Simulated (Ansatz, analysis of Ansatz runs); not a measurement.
# Moving an added electron between V sites in VCrO4 (Cmcm)

Aim: the energy barrier that a trapped electron meets when it moves from one V atom to another one nearby in VCrO4 (Cmcm). The model is a cell of 48 host atoms.

Method: plane-wave PAW DFT, PBEsol+U; relaxation of all atoms of a supercell at fixed charge in a uniform background; PAW set soft_1, in Ansatz 0.2.0.

Report form: the programs' logs are mostly left out.

### 1. The structure

The cell holds 48 atoms: 8 V, 8 Cr and 32 O. Its edges and angles: a = 10.245 Å, b = 8.210 Å, c = 9.968 Å, α = 67.8°, β = 47.9°, γ = 64.3°. It derives from VCrO4 (space group Cmcm). Nearest the centre at fractional (0.500, 0.000, 0.000): V5 at 1.93 Å, V4 at 1.93 Å, O17 at 2.12 Å, O26 at 2.12 Å, O24 at 2.12 Å, O31 at 2.12 Å, O35 at 2.19 Å, O42 at 2.19 Å.

Hubbard terms: V d 5.0 eV, Cr d 4.5 eV. They were chosen, not fitted, to curb self-interaction in the shells named, the trial site's among them. The two sites are V5 and V4. The cell's shortest repeat is 8.2 Å. The host's moments were started antiferromagnetic in the unit cell, high spin.

### 2. The cell without the carrier

The neutral cell is relaxed first, from small random displacements, so that bond lengths and moments with the carrier can be set beside those of a relaxed cell without it.

Contents of neutral.relax/input.yaml:

```yaml
crystal:
  lattice:
    - [0.0, 8.27410282, 6.04108116]
    - [5.55937408, -7.0e-08, 6.04108126]
    - [5.55937408, 8.27410289, -1.0e-07]
  atoms:
    - { symbol: V, position: [0.052748, 0.697252, 0.302748] }
    - { symbol: V, position: [0.052748, 0.697252, 0.802748] }
    - { symbol: V, position: [0.552748, 0.197252, 0.302748] }
    - { symbol: V, position: [0.552748, 0.197252, 0.802748] }
    - { symbol: V, position: [0.447252, 0.802748, 0.197252] }
    - { symbol: V, position: [0.447252, 0.802748, 0.697252] }
    - { symbol: V, position: [0.947252, 0.302748, 0.197252] }
    - { symbol: V, position: [0.947252, 0.302748, 0.697252] }
    - { symbol: Cr, position: [0.0, 0.0, 0.0], spin: 3.0 }
    - { symbol: Cr, position: [0.0, 0.0, 0.5], spin: 3.0 }
    - { symbol: Cr, position: [0.5, 0.5, 0.0], spin: 3.0 }
    - { symbol: Cr, position: [0.5, 0.5, 0.5], spin: 3.0 }
    - { symbol: Cr, position: [0.25, 0.25, 0.25], spin: -3.0 }
    - { symbol: Cr, position: [0.25, 0.25, 0.75], spin: -3.0 }
    - { symbol: Cr, position: [0.75, 0.75, 0.25], spin: -3.0 }
    - { symbol: Cr, position: [0.75, 0.75, 0.75], spin: -3.0 }
    - { symbol: O, position: [0.253285, 0.996715, 0.268493] }
    - { symbol: O, position: [0.253285, 0.996715, 0.768493] }
    - { symbol: O, position: [0.753285, 0.496715, 0.268493] }
    - { symbol: O, position: [0.753285, 0.496715, 0.768493] }
    - { symbol: O, position: [0.246715, 0.503285, 0.231507] }
    - { symbol: O, position: [0.246715, 0.503285, 0.731507] }
    - { symbol: O, position: [0.746715, 0.003285, 0.231507] }
    - { symbol: O, position: [0.746715, 0.003285, 0.731507] }
    - { symbol: O, position: [0.481507, 0.268493, 0.496715] }
    - { symbol: O, position: [0.481507, 0.268493, 0.996715] }
    - { symbol: O, position: [0.981507, 0.768493, 0.496715] }
    - { symbol: O, position: [0.981507, 0.768493, 0.996715] }
    - { symbol: O, position: [0.018493, 0.231507, 0.003285] }
    - { symbol: O, position: [0.018493, 0.231507, 0.503285] }
    - { symbol: O, position: [0.518493, 0.731507, 0.003285] }
    - { symbol: O, position: [0.518493, 0.731507, 0.503285] }
    - { symbol: O, position: [0.116919, 0.352851, 0.147149] }
    - { symbol: O, position: [0.116919, 0.352851, 0.647149] }
    - { symbol: O, position: [0.616919, 0.852851, 0.147149] }
    - { symbol: O, position: [0.616919, 0.852851, 0.647149] }
    - { symbol: O, position: [0.102851, 0.866919, 0.133081] }
    - { symbol: O, position: [0.102851, 0.866919, 0.633081] }
    - { symbol: O, position: [0.602851, 0.366919, 0.133081] }
    - { symbol: O, position: [0.602851, 0.366919, 0.633081] }
    - { symbol: O, position: [0.383081, 0.147149, 0.352851] }
    - { symbol: O, position: [0.383081, 0.147149, 0.852851] }
    - { symbol: O, position: [0.883081, 0.647149, 0.352851] }
    - { symbol: O, position: [0.883081, 0.647149, 0.852851] }
    - { symbol: O, position: [0.397149, 0.633081, 0.366919] }
    - { symbol: O, position: [0.397149, 0.633081, 0.866919] }
    - { symbol: O, position: [0.897149, 0.133081, 0.366919] }
    - { symbol: O, position: [0.897149, 0.133081, 0.866919] }
basis:
  ecutwfc: 420
  xc_grid: 2
hamiltonian:
  xc: pbesol
  hubbard:
    sites: [{ species: V, l: d, u_eff: 5.0 }, { species: Cr, l: d, u_eff: 4.5 }]
    projectors: ortho-atomic
  pseudopotentials: { kind: paw, azcp: { folder: soft_1 }, xc_functional: pbe }
kpoints:
  mp_grid: { grid: [1, 1, 1] }
magnetization:
  spin_polarized: true
  initial_magnetization: 0
  spin_locking: { lock_magnetization: hard }
scf:
  occupations: { method: fermi_dirac, width: 0.01 }
  max_iter: 120
  lower_state_search: "off"
output:
  forces: true
relax:
  f_tol: 0.02
  max_steps: 70
  random_displacement: { amplitude: 0.04, seed: 3368 }
checkpoint:
  write: "../neutral.relax.run"
  compress: false
  write_wavefunctions: true
  write_every: 100000
```

Run with:

```sh
> ansatz run input.yaml --threads 32 --pin off --max-ram 84787MiB --backend cuda --events-out ev --progress --plain --runs-dir out --max-vram 78GiB
```

Elapsed: 3.4 s, on 1 × NVIDIA GB200 with 32 threads of Arm Neoverse V2, shared host; peak memory 1.3 GiB; 13 s of CPU time.

The largest displacement from an ideal site is 0.004 Å.

### 3. The electron on the first site

The nearest neighbour or neighbours of the site start displaced and the site's starting moment is changed by the carrier's spin, since a carrier doesn't trap itself in the undistorted lattice.

Contents of A.relax/input.yaml:

```yaml
crystal:
  lattice:
    - [0.0, 8.27410282, 6.04108116]
    - [5.55937408, -7.0e-08, 6.04108126]
    - [5.55937408, 8.27410289, -1.0e-07]
  atoms:
    - { symbol: V, position: [0.053791, 0.696844, 0.301999] }
    - { symbol: V, position: [0.053831, 0.696854, 0.802005] }
    - { symbol: V, position: [0.553792, 0.196903, 0.301976] }
    - { symbol: V, position: [0.553864, 0.196826, 0.80197] }
    - { symbol: V, position: [0.448238, 0.802341, 0.196481], spin: 1.0 }
    - { symbol: V, position: [0.448287, 0.80248, 0.696398] }
    - { symbol: V, position: [0.94826, 0.302416, 0.196449] }
    - { symbol: V, position: [0.948305, 0.302376, 0.696411] }
    - { symbol: Cr, position: [0.001027, -0.000333, -0.000788], spin: 3.0 }
    - { symbol: Cr, position: [0.001047, -0.000413, 0.499199], spin: 3.0 }
    - { symbol: Cr, position: [0.50103, 0.499617, -0.000803], spin: 3.0 }
    - { symbol: Cr, position: [0.50106, 0.499647, 0.499191], spin: 3.0 }
    - { symbol: Cr, position: [0.250993, 0.249634, 0.249225], spin: -3.0 }
    - { symbol: Cr, position: [0.251089, 0.249645, 0.749206], spin: -3.0 }
    - { symbol: Cr, position: [0.751052, 0.749645, 0.249235], spin: -3.0 }
    - { symbol: Cr, position: [0.75105, 0.749578, 0.749258], spin: -3.0 }
    - { symbol: O, position: [0.241475, 1.009169, 0.272496] }
    - { symbol: O, position: [0.254472, 0.996202, 0.767761] }
    - { symbol: O, position: [0.754512, 0.496165, 0.267714] }
    - { symbol: O, position: [0.754524, 0.496137, 0.767695] }
    - { symbol: O, position: [0.247571, 0.503108, 0.230666] }
    - { symbol: O, position: [0.24762, 0.503106, 0.730736] }
    - { symbol: O, position: [0.747514, 0.003102, 0.230727] }
    - { symbol: O, position: [0.747588, 0.003014, 0.730756] }
    - { symbol: O, position: [0.48256, 0.268107, 0.495752] }
    - { symbol: O, position: [0.482532, 0.268159, 0.995732] }
    - { symbol: O, position: [0.982544, 0.768089, 0.495745] }
    - { symbol: O, position: [0.982523, 0.768187, 0.995765] }
    - { symbol: O, position: [0.019556, 0.23116, 0.002675] }
    - { symbol: O, position: [0.019543, 0.231079, 0.502674] }
    - { symbol: O, position: [0.524378, 0.72627, -0.010315] }
    - { symbol: O, position: [0.519512, 0.731152, 0.50267] }
    - { symbol: O, position: [0.117975, 0.352868, 0.146035] }
    - { symbol: O, position: [0.118033, 0.352728, 0.646061] }
    - { symbol: O, position: [0.630296, 0.856237, 0.142515] }
    - { symbol: O, position: [0.61797, 0.852837, 0.646104] }
    - { symbol: O, position: [0.10413, 0.866594, 0.132305] }
    - { symbol: O, position: [0.104196, 0.866542, 0.632239] }
    - { symbol: O, position: [0.604182, 0.366613, 0.132238] }
    - { symbol: O, position: [0.604252, 0.366519, 0.632211] }
    - { symbol: O, position: [0.384076, 0.146519, 0.352343] }
    - { symbol: O, position: [0.384121, 0.146418, 0.852402] }
    - { symbol: O, position: [0.88398, 0.646469, 0.352517] }
    - { symbol: O, position: [0.884191, 0.646398, 0.852304] }
    - { symbol: O, position: [0.394216, 0.620332, 0.378501] }
    - { symbol: O, position: [0.397952, 0.632716, 0.866087] }
    - { symbol: O, position: [0.897841, 0.132676, 0.366182] }
    - { symbol: O, position: [0.897875, 0.132671, 0.866145] }
total_charge: -1
basis:
  ecutwfc: 420
  xc_grid: 2
hamiltonian:
  xc: pbesol
  hubbard:
    sites: [{ species: V, l: d, u_eff: 5.0 }, { species: Cr, l: d, u_eff: 4.5 }]
    projectors: ortho-atomic
  pseudopotentials: { kind: paw, azcp: { folder: soft_1 }, xc_functional: pbe }
kpoints:
  mp_grid: { grid: [1, 1, 1] }
magnetization:
  spin_polarized: true
  initial_magnetization: 1
  spin_locking: { lock_magnetization: hard }
scf:
  occupations: { method: fermi_dirac, width: 0.01 }
  max_iter: 120
  lower_state_search: "off"
output:
  forces: true
relax:
  f_tol: 0.015
  max_steps: 70
  escape_saddle: false
checkpoint:
  write: "../A.relax.run"
  compress: false
  write_wavefunctions: true
  write_every: 100000
```

Run time: 5.3 s. Hardware: 1 × NVIDIA GB200 with 32 threads; peak memory 1.3 GiB; 24 s of CPU time.

The steps of the relaxation:

```
step  energy less that of the first step (eV)  largest force component (eV/Å)
   1                                   0.0000                          1.4634
   2                                  -0.2169                          0.7644
   3                                  -0.2692                          0.0707
   4                                  -0.2708                          0.0871
   5                                  -0.2715                          0.0440
   6                                  -0.2716                          0.0244
   7                                  -0.2717                          0.0026
```

The atoms that moved most (Å):

```csv
atom,dx,dy,dz,length
O45,0.000,-0.072,-0.025,0.077
O17,-0.050,0.055,0.002,0.074
O31,0.050,0.054,0.002,0.074
V5,0.000,0.067,-0.001,0.067
O35,0.000,-0.051,0.010,0.052
Cr12,0.000,-0.041,-0.004,0.042
Cr15,0.000,-0.025,0.009,0.027
O23,0.011,0.018,0.013,0.025
```

The moves above count from the input, in which the site's nearest neighbours were already displaced; the distances below compare with the cell without the carrier.

Distances from V5 without and with the electron:

| atom | without (Å) | with (Å) |
| --- | --- | --- |
| O45 | 1.66 | 1.72 |
| O35 | 1.66 | 1.72 |
| O31 | 1.79 | 1.87 |
| O17 | 1.79 | 1.87 |

The largest changes of the moments are 0.71 μB on V5, 0.07 μB on Cr15 and -0.05 μB on O45. The largest part sits on the chosen site.

### 4. The electron on the second site

The same start is made on the second site, to get the end of the hop.

Contents of B.relax/input.yaml:

```yaml
crystal:
  lattice:
    - [0.0, 8.27410282, 6.04108116]
    - [5.55937408, -7.0e-08, 6.04108126]
    - [5.55937408, 8.27410289, -1.0e-07]
  atoms:
    - { symbol: V, position: [0.053791, 0.696844, 0.301999] }
    - { symbol: V, position: [0.053831, 0.696854, 0.802005] }
[... 1 atom line left out ...]
    - { symbol: V, position: [0.553864, 0.196826, 0.80197], spin: 1.0 }
    - { symbol: V, position: [0.448238, 0.802341, 0.196481] }
[... 11 atom lines left out ...]
    - { symbol: O, position: [0.254489, 0.996156, 0.267702] }
[... 6 atom lines left out ...]
    - { symbol: O, position: [0.760601, -0.009999, 0.725962] }
[... 1 atom line left out ...]
    - { symbol: O, position: [0.477737, 0.272954, 1.008745] }
[... 4 atom lines left out ...]
    - { symbol: O, position: [0.519584, 0.731065, 0.002698] }
[... 16 atom lines left out ...]
    - { symbol: O, position: [0.897875, 0.132671, 0.866145] }
total_charge: -1
basis:
  ecutwfc: 420
  xc_grid: 2
hamiltonian:
  xc: pbesol
  hubbard:
    sites: [{ species: V, l: d, u_eff: 5.0 }, { species: Cr, l: d, u_eff: 4.5 }]
    projectors: ortho-atomic
  pseudopotentials: { kind: paw, azcp: { folder: soft_1 }, xc_functional: pbe }
kpoints:
  mp_grid: { grid: [1, 1, 1] }
magnetization:
  spin_polarized: true
  initial_magnetization: 1
  spin_locking: { lock_magnetization: hard }
scf:
  occupations: { method: fermi_dirac, width: 0.01 }
  max_iter: 120
  lower_state_search: "off"
output:
  forces: true
relax:
  f_tol: 0.015
  max_steps: 70
  escape_saddle: false
checkpoint:
  write: "../B.relax.run"
  compress: false
  write_wavefunctions: true
  write_every: 100000
```

The job ended after 5.8 s (1 × NVIDIA GB200 with 32 threads; peak memory 1.3 GiB).

Distances from V4 without and with the electron:

| atom | without (Å) | with (Å) |
| --- | --- | --- |
| O40 | 1.66 | 1.72 |
| O42 | 1.66 | 1.72 |
| O26 | 1.79 | 1.87 |
| O24 | 1.79 | 1.87 |

The largest changes of the moments are 0.71 μB on V4, 0.07 μB on Cr14 and -0.05 μB on O40. The largest part sits on the chosen site.

### 5. Points on the line between the two structures

All atoms move on the straight line between the two relaxed structures, 1.52 amu^1/2 Å long in mass-weighted terms. Each point starts from the state of the point before, once from either end, so that both localised states can be followed; the midpoint is also started with the carrier shared.

Contents of A.x0500/input.yaml:

```yaml
crystal:
  lattice:
    - [0.0, 8.27410282, 6.04108116]
    - [5.55937408, -7.0e-08, 6.04108126]
    - [5.55937408, 8.27410289, -1.0e-07]
  atoms:
    - { symbol: V, position: [0.054547, 0.697266, 0.301573] }
    - { symbol: V, position: [0.054259, 0.696305, 0.802046] }
[... 1 atom line left out ...]
    - { symbol: V, position: [0.551328, 0.19835, 0.800488] }
    - { symbol: V, position: [0.450773, 0.800875, 0.197964], spin: 1.0 }
[... 11 atom lines left out ...]
    - { symbol: O, position: [0.252488, 0.998949, 0.269195] }
[... 6 atom lines left out ...]
    - { symbol: O, position: [0.749612, 0.000275, 0.729259] }
[... 1 atom line left out ...]
    - { symbol: O, position: [0.480308, 0.269583, 0.998561] }
[... 4 atom lines left out ...]
    - { symbol: O, position: [0.521793, 0.729644, -0.00011] }
[... 16 atom lines left out ...]
    - { symbol: O, position: [0.897702, 0.131874, 0.866964] }
total_charge: -1
basis:
  ecutwfc: 420
  xc_grid: 2
hamiltonian:
  xc: pbesol
  hubbard:
    sites: [{ species: V, l: d, u_eff: 5.0 }, { species: Cr, l: d, u_eff: 4.5 }]
    projectors: ortho-atomic
  pseudopotentials: { kind: paw, azcp: { folder: soft_1 }, xc_functional: pbe }
kpoints:
  mp_grid: { grid: [1, 1, 1] }
magnetization:
  spin_polarized: true
  initial_magnetization: 1
  spin_locking: { lock_magnetization: hard }
scf:
  occupations: { method: fermi_dirac, width: 0.01 }
  max_iter: 120
  lower_state_search: "off"
output:
  forces: true
  eigenvalues: true
  eigenstates: { localisation: true }
  write_density: true
  write_potential: true
  volumetric_format: npy
checkpoint:
  read: "../A.x0375.run"
  write: "../A.x0500.run"
  compress: false
  write_wavefunctions: true
  write_every: 100000
```

Wall time 2.8 s (1 × NVIDIA GB200 with 32 threads); peak memory 1.2 GiB; 7.4 s of CPU time.

States next to the filling edge at the first k-point, on the run's own zero (eigenstates.tsv). The participation number counts the atoms that a state is spread over, of 48; bands count from 0.

| spin | band | energy (eV) | occupation | participation | largest share on | share |
| --- | --- | --- | --- | --- | --- | --- |
| down | 198 | 6.333 | 1.00 | 7.9 | O35 | 0.31 |
| down | 199 | 6.424 | 1.00 | 16.8 | O45 | 0.19 |
| down | 200 | 6.583 | 1.00 | 15.2 | Cr13 | 0.10 |
| down | 201 | 6.705 | 1.00 | 8.0 | O35 | 0.27 |
| down | 202 | 6.741 | 1.00 | 9.8 | Cr15 | 0.26 |
| down | 203 | 6.893 | 1.00 | 9.9 | O17 | 0.17 |
| down | 204 | 9.446 | 0.00 | 13.3 | Cr14 | 0.15 |
| down | 205 | 9.589 | 0.00 | 11.1 | Cr14 | 0.18 |
| down | 206 | 9.691 | 0.00 | 17.1 | Cr14 | 0.13 |
| down | 207 | 9.692 | 0.00 | 14.2 | Cr14 | 0.16 |
| down | 208 | 9.801 | 0.00 | 13.2 | V1 | 0.17 |
| up | 199 | 6.455 | 1.00 | 18.0 | O35 | 0.18 |
| up | 200 | 6.606 | 1.00 | 15.5 | Cr10 | 0.10 |
| up | 201 | 6.681 | 1.00 | 7.9 | O45 | 0.26 |
| up | 202 | 6.756 | 1.00 | 10.1 | Cr12 | 0.25 |
| up | 203 | 6.890 | 1.00 | 9.7 | O17 | 0.18 |
| up | 204 | 8.837 | 1.00 | 5.6 | V5 | 0.38 |
| up | 205 | 9.451 | 0.00 | 18.0 | V4 | 0.11 |
| up | 206 | 9.602 | 0.00 | 9.0 | V4 | 0.29 |
| up | 207 | 9.614 | 0.00 | 13.3 | Cr9 | 0.18 |
| up | 208 | 9.630 | 0.00 | 5.8 | V4 | 0.37 |
| up | 209 | 9.678 | 0.00 | 16.7 | Cr9 | 0.13 |

Under PBEsol+U (4.5, 5 eV) at the zone centre alone, the highest filled state is spin up, spread over 6 of 48 atoms, and the lowest empty one, 0.61 eV above it, is spin down, spread over 13 of 48 atoms.

Free energies from the first end:

```csv
started from,fraction,energy (eV),moment change on V5 (μB),on V4 (μB)
first site,0,0.000,0.71,0.00
first site,0.125,0.016,0.69,0.00
first site,0.25,0.064,0.67,0.01
first site,0.375,0.141,0.64,0.02
first site,0.5,0.240,0.60,0.05
first site,0.625,0.141,0.02,0.64
second site,0.875,0.016,0.00,0.69
second site,0.75,0.064,0.01,0.67
second site,0.625,0.141,0.02,0.64
second site,0.5,0.240,0.05,0.60
second site,0.375,0.141,0.64,0.02
shared,0.5,0.279,0.36,0.36
second site,1,0.000,0.00,0.71
```

### 6. Results

| Quantity | Value |
| --- | --- |
| barrier forward | 0.24 eV |
| barrier backward | 0.24 eV |
| distance of the two sites without the carrier | 3.85 Å |
| carrier at the midpoint | on one site |

What this shows: On this line the electron must cross 0.24 eV to hop 3.85 Å; both ends have the same energy within 0.005 eV. At the midpoint the lowest state found keeps the carrier on one site, so the two localised curves cross in a cusp. This suggests weak coupling and a hop slower than the barrier alone implies, though U itself penalises the shared state. With an assumed attempt frequency of 1e13 per second the rate at 300 K would be 9e+08 per second for this barrier, if every crossing succeeded. A straight line need not be the lowest path, so the true barrier at this U can be lower, or higher if the ends can still break their symmetry. No run compares the localised electron with one spread in the band, so its binding is unknown and the barrier may exceed it. The magnetic order was assumed and need not be the ground state. The total moment is locked, so a carrier of the other spin direction was not tried. The program's search for lower electronic states was switched off in all runs, so that each state is followed; none is shown to be the lowest at its structure. No image-charge correction is applied; it nearly cancels along the line while the charge stays localised. What this leaves open: sampling at the zone centre alone can move energies of charged and open-shell states by tenths of an eV or more in cells of this size; the images are only 8.2 Å apart; gap and trapping depend on the U chosen (V d 5.0 eV, Cr d 4.5 eV).

[Logs are printed without paths, hosts, clocks, repeated set-up lines and the standing remarks that a program may print on its own settings, such as how far it seeks lower states.]

[Hosts, paths, dates, database ids (printed as entryN), source tags and the programs' standing remarks are cut or masked in the printed files.]
